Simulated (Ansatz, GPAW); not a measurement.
**Optical response of NaTaO2 (model structure)**

Aim: the dielectric function of NaTaO2 (model structure), and the optical constants that follow from it. The structure is a model built here, which may or may not match a known phase. It was built so: All Li replaced by Na and V replaced by Ta in the R-3m structure of LiVO2. The cell is first relaxed with Ansatz.

Main program and level: GPAW 26.7.0; DFT, revPBE, plane-wave PAW (GPAW data sets), scalar-relativistic, RPA, optical limit.

### 1. The starting structure

The structure is trigonal, space group R-3m (No. 166). Conventional cell: a = 3.177 Å, b = 3.177 Å, c = 16.544 Å, α = 90.00°, β = 90.00°, γ = 120.00°. Nearest to Ta lie 6 O at 2.22 Å. Nearest to Na lie 6 O at 2.38 Å. Nearest to O lie 3 Ta at 2.22 Å and 3 Na at 2.38 Å. All Li replaced by Na and V replaced by Ta in the R-3m structure of LiVO2. Farther neighbours and most contacts between anions are not listed.

### 2. Relaxation

The structure was built or cut out here, so it is relaxed before any spectrum is computed.

This step: DFT, revPBE, plane-wave PAW, default files, scalar-relativistic, relaxation (Ansatz 0.2.0).

input.yaml

```yaml
crystal:
  lattice:
    - [1.5886819, 0.91722592, 5.51468725]
    - [-1.5886819, 0.91722592, 5.51468725]
    - [0.0, -1.83445185, 5.51468725]
  atoms:
    - { symbol: Ta, position: [0.5, 0.5, 0.5] }
    - { symbol: Na, position: [0.0, 0.0, 0.0] }
    - { symbol: O, position: [0.7582, 0.7582, 0.7582] }
    - { symbol: O, position: [0.2418, 0.2418, 0.2418] }
kpoints:
  mp_grid: { grid: [8, 8, 8] }
scf:
  occupations: { method: fermi_dirac, width: 0.05 }
hamiltonian:
  xc: revpbe
output:
  forces: true
  stress: true
relax:
  f_tol: 0.02
  max_steps: 50
  cell: {}
```

On the command line:

```bash
> ansatz run input.yaml --threads 1 --pin off --max-ram 4096MiB --backend cpu --events-out ev --progress --plain --runs-dir out
```

Numbers of over 12 decimals in the logs are rounded to 6 here.

Log:

```text
basis.fft_grid_basis auto: the FFT boxes are laid along the combinations [[1, 0, -1], [0, 1, -1], [0, 0, 1]] of the cell's own vectors, 3.177, 3.177 and 5.812 Å long. The dense box has 24×24×40 points. Along the cell's own vectors, as sized, it would have 40×40×40, 2.78 times as many. Of the 12 symmetry operations that the crystal satisfies within crystal.symmetry.tolerance (time reversal apart; of a slab, those that [...]
Engine: ansatz 0.2.0, aarch64-unknown-linux-gnu
Pseudopotentials: kind: paw
Pseudopotential: Ta, paw, valence charge 13, recommended cutoff 420 eV (normal), Ta.paw.azcp
Pseudopotential: Na, paw, valence charge 9, recommended cutoff 420 eV (normal), Na.paw.azcp
Pseudopotential: O, paw, valence charge 6, recommended cutoff 420 eV (normal), O.paw.azcp
Functional definition: revPBE
  parameter kappa = 1.245
  parameter beta = 0.066725
  exchange = pbe_x(kappa = kappa, mu = beta*pi^2/3)
  correlation = pbe_c(beta = beta)
Crystal: 4 atoms, lattice volume = 48.215 Å³
Basis set: ecut = 420 eV, 943 PW (Γ), FFT grids on a1−a3, a2−a3, a3, exchange–correlation on 48×48×80 points (8 copies of the dense FFT grid, shifted against one another)
Bands: 21, of which v1, the nominal top of the filled ones, is band 17 counted from 1 (16 counted from 0)
Symmetry: 12 space group operations
Space group: R-3m (ITA 166), of the structure as read, at distance tolerance 3.6e-5 Å
k-points: 65 of 512
Non-local potential: Ta, projectors of the file, l = 0: 3, l = 1: 2, l = 2: 2, l = 3: 1
Non-local potential: Na, projectors of the file, l = 0: 3, l = 1: 2, l = 2: 1
Non-local potential: O, projectors of the file, l = 0: 2, l = 1: 2, l = 2: 1
PAW form: soft (Blöchl's): semilocal exchange-correlation on the pseudo side does not see the compensation charge
PAW frozen core: Ta, regenerated for the run's functional, and the local potential with it (the file was generated under x = pbe(κ = 0.804, μ = 0.219515), c = pbe(β = 0.066725))
PAW frozen core: Na, regenerated for the run's functional, and the local potential with it (the file was generated under x = pbe(κ = 0.804, μ = 0.219515), c = pbe(β = 0.066725))
PAW frozen core: O, regenerated for the run's functional, and the local potential with it (the file was generated under x = pbe(κ = 0.804, μ = 0.219515), c = pbe(β = 0.066725))
PAW one-centre angular grid: Ta, 590 points (default); XC on 64 Gauss nodes
PAW one-centre angular grid: Na, 110 points (default); XC on 64 Gauss nodes
PAW one-centre angular grid: O, 110 points (default); XC on 64 Gauss nodes
Initial density: superposition of atomic densities (neutral atoms: chi_scale 0, normalization atom), corrected by the library's trained network
Initial wavefunctions: pseudopotential atomic-orbital guess
Functional: x = revpbe(κ = 1.245, μ = 0.219515), c = pbe(β = 0.066725)
SCF iter   1: F=—  HF=-12569.263447 eV  |F-HF|=—  |Δ(HF+E_count)|=         —  Δρ=8.21e-3  dr2=4.11e-2  ethr=1.77e-3  ⟨swp⟩=5.8  Hψ=6419  notcnv=0
preconditioner: auto → LDOS  [metal: Δε(μ)=0.015 eV  Ē_g=14.971 eV  σ=0.050 eV  W_gap=0.07  n_scr=16 (ndim 8)  ℏωp=26.2 eV  f_vac=0.016  D(μ)=2.65/eV (n_scr^D=28)  β→1.0]
SCF iter   2: F=—  HF=-12569.256031 eV  |F-HF|=—  |Δ(HF+E_count)|=   7.42e-3  Δρ=3.76e-3  dr2=5.86e-3  ethr=1.21e-4  ⟨swp⟩=3.0  Hψ=3025  notcnv=0
SCF iter   3: F=—  HF=-12569.255318 eV  |F-HF|=—  |Δ(HF+E_count)|=   7.12e-4  Δρ=1.44e-3  dr2=1.30e-3  ethr=1.72e-5  ⟨swp⟩=2.4  Hψ=2295  notcnv=0
SCF iter   4: F=—  HF=-12569.255027 eV  |F-HF|=—  |Δ(HF+E_count)|=   2.91e-4  Δρ=4.10e-4  dr2=6.45e-5  ethr=3.84e-6  ⟨swp⟩=2.0  Hψ=2151  notcnv=0
SCF iter   5: F=—  HF=-12569.254987 eV  |F-HF|=—  |Δ(HF+E_count)|=   4.05e-5  Δρ=1.08e-4  dr2=3.24e-6  ethr=1.90e-7  ⟨swp⟩=2.0  Hψ=2416  notcnv=0
SCF iter   6: F=—  HF=-12569.254988 eV  |F-HF|=—  |Δ(HF+E_count)|=   8.61e-7  Δρ=2.25e-5  dr2=1.43e-7  ethr=9.53e-9  ⟨swp⟩=2.0  Hψ=2418  notcnv=0
SCF iter   7: F=-12569.254988 eV  HF=-12569.254988 eV  |F-HF|=1.14e-9  |Δ(HF+E_count)|=   1.39e-7  Δρ=6.95e-6  dr2=1.73e-8  ethr=2.94e-10  ⟨swp⟩=4.1  Hψ=4796  notcnv=0
SCF 1 converged in 7 iterations: F = -12569.254988 eV  dr2 = 1.73e-8
  greatest PAW one-centre occupation: 0.999 electrons in one spin orbital (limit 2), on the Na atom at site 1 (counted from 0), in its partial waves of l = 0
relax step   1: F+E_penalty+E_count = -12569.25498778 eV  Δ(F+E_penalty+E_count) = +0.000e0 eV  max|allowed force component| = 1.586e-1 eV/Å  Δτ_max = 0.0000 Å  P = -6.808 GPa  Ω = 48.215 Å³  (7 SCF iters, dr2 threshold 1.00e-7 eV, accepted)
Crystal: 4 atoms, lattice volume = 46.250 Å³
Basis set: ecut = 420 eV, 889 PW (Γ), FFT grids on a1−a3, a2−a3, a3, exchange–correlation on 48×48×80 points (8 copies of the dense FFT grid, shifted against one another)
Initial density: handed on by an earlier stage of this run
Initial wavefunctions: those handed on with the density
iter 1 solved again at ethr=1.67e-4 eV; its pass at ethr=3.10e-3 eV (dr2=5.67e-2 eV) is discarded
SCF iter   1: F=—  HF=-12569.594252 eV  |F-HF|=—  |Δ(HF+E_count)|=         —  Δρ=1.04e-2  dr2=5.67e-2  ethr=1.67e-4  ⟨swp⟩=1.0  Hψ=8588  notcnv=0
preconditioner: auto → LDOS  [metal: Δε(μ)=0.010 eV  Ē_g=15.471 eV  σ=0.050 eV  W_gap=0.05  n_scr=16 (ndim 8)  ℏωp=26.7 eV  f_vac=0.027  D(μ)=2.43/eV (n_scr^D=28)  β→1.0]
SCF iter   2: F=—  HF=-12569.582140 eV  |F-HF|=—  |Δ(HF+E_count)|=   1.21e-2  Δρ=6.66e-3  dr2=1.38e-2  ethr=1.67e-4  ⟨swp⟩=2.0  Hψ=2565  notcnv=0
SCF iter   3: F=—  HF=-12569.580069 eV  |F-HF|=—  |Δ(HF+E_count)|=   2.07e-3  Δρ=1.13e-3  dr2=1.17e-3  ethr=4.05e-5  ⟨swp⟩=2.0  Hψ=2081  notcnv=0
SCF iter   4: F=—  HF=-12569.580008 eV  |F-HF|=—  |Δ(HF+E_count)|=   6.01e-5  Δρ=4.76e-4  dr2=1.49e-4  ethr=3.43e-6  ⟨swp⟩=2.0  Hψ=1795  notcnv=0
SCF iter   5: F=—  HF=-12569.579913 eV  |F-HF|=—  |Δ(HF+E_count)|=   9.54e-5  Δρ=1.78e-4  dr2=9.64e-6  ethr=4.37e-7  ⟨swp⟩=2.0  Hψ=2248  notcnv=0
SCF iter   6: F=—  HF=-12569.579909 eV  |F-HF|=—  |Δ(HF+E_count)|=   4.17e-6  Δρ=4.39e-5  dr2=4.91e-7  ethr=2.83e-8  ⟨swp⟩=2.1  Hψ=2385  notcnv=0
SCF iter   7: F=-12569.579909 eV  HF=-12569.579909 eV  |F-HF|=4.11e-9  |Δ(HF+E_count)|=   2.23e-7  Δρ=1.20e-5  dr2=3.97e-8  ethr=1.18e-9  ⟨swp⟩=4.0  Hψ=4350  notcnv=0
SCF 2 converged in 7 iterations: F = -12569.579909 eV  dr2 = 3.97e-8
relax step   2: F+E_penalty+E_count = -12569.57990911 eV  Δ(F+E_penalty+E_count) = -3.249e-1 eV  max|allowed force component| = 4.165e-1 eV/Å  Δτ_max = 0.0042 Å  P = -0.518 GPa  Ω = 46.250 Å³  energy of the carried Pulay correction = +5.944e-3 eV  (7 SCF iters, dr2 threshold 4.00e-7 eV, accepted)
Crystal: 4 atoms, lattice volume = 44.940 Å³
Basis set: ecut = 420 eV, 873 PW (Γ), FFT grids on a1−a3, a2−a3, a3, exchange–correlation on 48×48×80 points (8 copies of the dense FFT grid, shifted against one another)
iter 1 solved again at ethr=1.68e-4 eV; its pass at ethr=3.10e-3 eV (dr2=5.70e-2 eV) is discarded
SCF iter   1: F=—  HF=-12569.679883 eV  |F-HF|=—  |Δ(HF+E_count)|=         —  Δρ=1.16e-2  dr2=5.70e-2  ethr=1.68e-4  ⟨swp⟩=1.0  Hψ=8402  notcnv=0
preconditioner: auto → LDOS  [metal: Δε(μ)=0.038 eV  Ē_g=15.410 eV  σ=0.050 eV  W_gap=0.19  n_scr=16 (ndim 8)  ℏωp=27.1 eV  f_vac=0.027  D(μ)=2.06/eV (n_scr^D=22)  β→1.0]
SCF iter   2: F=—  HF=-12569.669111 eV  |F-HF|=—  |Δ(HF+E_count)|=   1.08e-2  Δρ=4.65e-3  dr2=1.08e-2  ethr=1.68e-4  ⟨swp⟩=2.8  Hψ=2625  notcnv=0
SCF iter   3: F=—  HF=-12569.667402 eV  |F-HF|=—  |Δ(HF+E_count)|=   1.71e-3  Δρ=1.64e-3  dr2=1.71e-3  ethr=3.19e-5  ⟨swp⟩=2.0  Hψ=2529  notcnv=0
SCF iter   4: F=—  HF=-12569.667055 eV  |F-HF|=—  |Δ(HF+E_count)|=   3.47e-4  Δρ=1.02e-3  dr2=5.09e-4  ethr=5.02e-6  ⟨swp⟩=2.3  Hψ=1911  notcnv=0
SCF iter   5: F=—  HF=-12569.666955 eV  |F-HF|=—  |Δ(HF+E_count)|=   9.99e-5  Δρ=1.99e-4  dr2=3.22e-5  ethr=1.50e-6  ⟨swp⟩=2.2  Hψ=1746  notcnv=0
SCF iter   6: F=—  HF=-12569.666965 eV  |F-HF|=—  |Δ(HF+E_count)|=   1.02e-5  Δρ=3.88e-5  dr2=5.48e-7  ethr=9.47e-8  ⟨swp⟩=2.2  Hψ=1873  notcnv=0
SCF iter   7: F=-12569.666965 eV  HF=-12569.666965 eV  |F-HF|=2.04e-8  |Δ(HF+E_count)|=   1.66e-7  Δρ=1.29e-5  dr2=3.84e-8  ethr=1.18e-9  ⟨swp⟩=4.2  Hψ=4571  notcnv=0
SCF 3 converged in 7 iterations: F = -12569.666965 eV  dr2 = 3.84e-8
relax step   3: F+E_penalty+E_count = -12569.66696522 eV  Δ(F+E_penalty+E_count) = -8.706e-2 eV  max|allowed force component| = 3.915e-1 eV/Å  Δτ_max = 0.0415 Å  P = +0.942 GPa  Ω = 44.940 Å³  energy of the carried Pulay correction = +1.005e-2 eV  (7 SCF iters, dr2 threshold 4.00e-7 eV, accepted)
[...]
relax step   4: F+E_penalty+E_count = -12569.67941650 eV  Δ(F+E_penalty+E_count) = -1.245e-2 eV  max|allowed force component| = 7.308e-2 eV/Å  Δτ_max = 0.0221 Å  P = -0.011 GPa  Ω = 45.645 Å³  energy of the carried Pulay correction = +7.826e-3 eV  (6 SCF iters, dr2 threshold 4.00e-7 eV, accepted)
[...]
relax step   5: F+E_penalty+E_count = -12569.68193758 eV  Δ(F+E_penalty+E_count) = -2.521e-3 eV  max|allowed force component| = 1.472e-2 eV/Å  Δτ_max = 0.0025 Å  P = -0.026 GPa  Ω = 45.578 Å³  energy of the carried Pulay correction = +8.035e-3 eV  (5 SCF iters, dr2 threshold 4.00e-7 eV, accepted)
[...]
relax step   6: F+E_penalty+E_count = -12569.68193267 eV  Δ(F+E_penalty+E_count) = +4.910e-6 eV  max|allowed force component| = 3.879e-4 eV/Å  Δτ_max = 0.0010 Å  P = +0.013 GPa  Ω = 45.586 Å³  energy of the carried Pulay correction = +8.009e-3 eV  (3 SCF iters, dr2 threshold 8.17e-9 eV, accepted)
[...]
relax step   7: F+E_penalty+E_count = -12569.69252748 eV  Δ(F+E_penalty+E_count) = -1.059e-2 eV  max|allowed force component| = 1.190e-3 eV/Å  Δτ_max = 0.0000 Å  P = +0.242 GPa  Ω = 45.586 Å³  stress off target by 1.19e0 GPa  SCF on the basis re-selected at this cell (its energy is not comparable with the rows above)  (7 SCF iters)
[...]
relax step   8: F+E_penalty+E_count = -12569.69325039 eV  Δ(F+E_penalty+E_count) = -7.229e-4 eV  max|allowed force component| = 1.042e-4 eV/Å  Δτ_max = 0.0032 Å  P = +0.038 GPa  Ω = 45.697 Å³  energy of the carried Pulay correction = -3.388e-4 eV  (4 SCF iters, dr2 threshold 4.00e-7 eV, accepted)
[...]
relax step   9: F+E_penalty+E_count = -12569.69320732 eV  Δ(F+E_penalty+E_count) = +4.307e-5 eV  max|allowed force component| = 1.305e-4 eV/Å  Δτ_max = 0.0003 Å  P = -0.004 GPa  Ω = 45.713 Å³  energy of the carried Pulay correction = -3.869e-4 eV  (3 SCF iters, dr2 threshold 2.07e-8 eV, accepted)
iter 1 solved again at ethr=1.93e-8 eV; its pass at ethr=3.10e-3 eV (dr2=6.57e-6 eV) is discarded
SCF iter   1: F=—  HF=-12569.693331 eV  |F-HF|=—  |Δ(HF+E_count)|=         —  Δρ=2.03e-4  dr2=5.13e-7  ethr=1.93e-8  ⟨swp⟩=3.7  Hψ=10288  notcnv=0
preconditioner: auto → LDOS  [metal: Δε(μ)=0.039 eV  Ē_g=15.510 eV  σ=0.050 eV  W_gap=0.19  n_scr=16 (ndim 8)  ℏωp=26.9 eV  f_vac=0.038  D(μ)=2.03/eV (n_scr^D=22)  β→1.0]
SCF iter   2: F=—  HF=-12569.693567 eV  |F-HF|=—  |Δ(HF+E_count)|=   2.36e-4  Δρ=1.81e-5  dr2=1.13e-7  ethr=1.51e-9  ⟨swp⟩=2.0  Hψ=2411  notcnv=0
SCF iter   3: F=—  HF=-12569.693567 eV  |F-HF|=—  |Δ(HF+E_count)|=   4.07e-8  Δρ=4.95e-6  dr2=5.46e-9  ethr=3.33e-10  ⟨swp⟩=2.0  Hψ=1981  notcnv=0
SCF iter   4: F=—  HF=-12569.693567 eV  |F-HF|=—  |Δ(HF+E_count)|=   2.14e-8  Δρ=8.32e-7  dr2=2.83e-10  ethr=1.61e-11  ⟨swp⟩=2.0  Hψ=2409  notcnv=0
SCF iter   5: F=—  HF=-12569.693567 eV  |F-HF|=—  |Δ(HF+E_count)|=  4.31e-10  Δρ=3.59e-7  dr2=6.80e-11  ethr=1.00e-12  ⟨swp⟩=4.3  Hψ=4911  notcnv=0
SCF iter   6: F=-12569.693567 eV  HF=-12569.693567 eV  |F-HF|=7.28e-12  |Δ(HF+E_count)|=  3.82e-11  Δρ=1.14e-7  dr2=7.80e-12  ethr=1.00e-12  ⟨swp⟩=4.1  Hψ=4429  notcnv=0
SCF 10 converged in 6 iterations: F = -12569.693567 eV  dr2 = 7.80e-12
relax step  10: F+E_penalty+E_count = -12569.69356676 eV  Δ(F+E_penalty+E_count) = -3.594e-4 eV  max|allowed force component| = 3.004e-4 eV/Å  Δτ_max = 0.0000 Å  P = +0.012 GPa  Ω = 45.713 Å³  stress off target by 4.50e-2 GPa  SCF on the basis re-selected at this cell (its energy is not comparable with the rows above)  (6 SCF iters)
basis re-selected at this cell: Δ(F+E_penalty+E_count) = -3.594e-4 eV, ΔP = +0.016 GPa vs the last step (what re-selecting the basis moved, of the pressure what is left beyond the Pulay correction that the steps carried, after the strain that the cell walked since its last selection, with what the two solves' SCF thresholds leave and, on support functions, any second-order correction that the steps lacked; it is no m [...]
SCF converged after 6 iterations
Free energy (F): -12569.693567 eV
Harris-Foulkes:  -12569.693567 eV  (|F-HF|=7.28e-12)
Internal energy: -12569.677956 eV  (E = F + TS)
E sigma→0 (E₀):  -12569.685761 eV
Entropy (-TS):   -0.015611 eV (-3.903 meV/atom)
Fermi energy:    13.339264 eV
--- Per-component energies (eV) ---
  E_band       = -298.620929
  E_kinetic    = 840.266583
  E_local      = -2308.543463  (includes V_loc(G=0)·N_el)
  E_nonlocal   = 223.445267
  E_hartree    = 806.355747
  E_xc         = -407.559311
  E_vxc        = -444.810274  (∫ρ·V_xc dr)
  E_paw        = -8987.886899  (= ΣΔE_a)
  E_vpaw       = -221.695503  (= ΣTr[D̂ρ^β])
  E_aug_tail   = 0.005032  (compensation charges beyond the density's cutoff)
  E_ewald      = -2735.692657
  E_core_change = -0.068255  (= ΣΔE_core)
  E_smearing   = -0.015611  (= −TS)
  E_closure    = -0.000000  (closes the sum)
  Σ components = -12569.693567   (vs F -12569.693567, Δ=0.00e0)
--- Forces (eV/Å), atoms counted from 1 ---
  atom   1  Ta    -0.00000000     0.00000000     0.00000000
  atom   2  Na    -0.00000000    -0.00000000    -0.00000000
  atom   3  O     -0.00000000    -0.00000000     0.00030041
  atom   4  O      0.00000000     0.00000000    -0.00030041
  max |Σ_I F_I| component: 2.65e-31 eV/Å
--- Stress (GPa, compression-positive) ---
       -0.004533       0.000000       0.000000
        0.000000      -0.004533      -0.000000
        0.000000      -0.000000       0.044987
  P = ⅓ Tr σ = 0.0120 GPa (0.120 kbar)
--- Relaxed structure (8 steps of the walk, 8 accepted, 2 SCFs on fresh bases) ---
  F+E_penalty+E_count = -12569.69356676 eV   max|allowed force component| = 3.004e-4 eV/Å   (the final SCF, on the basis selected at the relaxed cell)
  cell:  # Å, volume = 45.7129 Å³
    - [1.476068, 0.852208, 6.056691]
    - [-1.476068, 0.852208, 6.056691]
    - [0, -1.704416, 6.056691]
  atoms:
    - { symbol: Ta, position: [0.5, 0.5, 0.5] }
    - { symbol: Na, position: [-1.0485475098788841e-19, -1.0485475098788832e-19, -1.0485475114244099e-19] }
    - { symbol: O, position: [0.756892, 0.756892, 0.756892] }
    - { symbol: O, position: [0.243108, 0.243108, 0.243108] }
```

The job ended after 28 s (1 thread of Arm Neoverse V2, shared host; peak memory 0.36 GiB).

Relaxation path:

| step | energy less that of the first step (eV) | largest force component (eV/Å) | pressure (GPa) | volume (Å³) |
| --- | --- | --- | --- | --- |
| 1 | 0.0000 | 0.1586 | -6.81 | 48.22 |
| 2 | -0.3249 | 0.4165 | -0.52 | 46.25 |
| 3 | -0.4120 | 0.3915 | 0.94 | 44.94 |
| 4 | -0.4244 | 0.0731 | -0.01 | 45.64 |
| 5 | -0.4269 | 0.0147 | -0.03 | 45.58 |
| 6 | -0.4269 | 0.0004 | 0.01 | 45.59 |
| 7* | -0.4375 | 0.0012 | 0.24 | 45.59 |
| 8 | -0.4383 | 0.0001 | 0.04 | 45.70 |
| 9 | -0.4382 | 0.0001 | 0.00 | 45.71 |
| 10* | -0.4386 | 0.0003 | 0.01 | 45.71 |

Relaxation steps marked * repeat the geometry before them on a plane-wave basis chosen anew for their cell, so energy and pressure can jump there.

The run keeps the 12 symmetry operations that it works with, so distortions that break them were not tested.

| conventional cell, symmetrised | before | after | change |
| --- | --- | --- | --- |
| a (Å) | 3.177 | 2.952 | -7.1 % |
| b (Å) | 3.177 | 2.952 | -7.1 % |
| c (Å) | 16.544 | 18.170 | +9.8 % |
| volume (Å³/atom) | 12.05 | 11.43 | -5.2 % |

The atoms that moved most (Å, as changes of fractional coordinates times the final cell):

| atom | dx | dy | dz | length |
| --- | --- | --- | --- | --- |
| O4 | 0.000 | 0.000 | 0.024 | 0.024 |
| O3 | 0.000 | 0.000 | -0.024 | 0.024 |

The relaxed structure:

```xyz
4
Lattice="1.4761 0.8522 6.0567 -1.4761 0.8522 6.0567 0.0000 -1.7044 6.0567" Properties=species:S:1:pos:R:3 pbc="T T T"
Ta    0.0000    0.0000    9.0850
Na    0.0000    0.0000    0.0000
O     0.0000    0.0000   13.7528
O     0.0000    0.0000    4.4173
```

The relaxation ends with a largest force component of 3.0e-4 eV/Å and a pressure of 0.01 GPa.

(Continued in part 2 of 3.)

[Machine, clock and banner lines and Python warnings are left out of the logs.]

[Logs are printed without paths, hosts, clocks, repeated set-up lines and the standing remarks that a program may print on its own settings, such as how far it seeks lower states.]

[Hosts, paths, dates, database ids (printed as entryN), source tags and the programs' standing remarks are cut or masked in the printed files.]
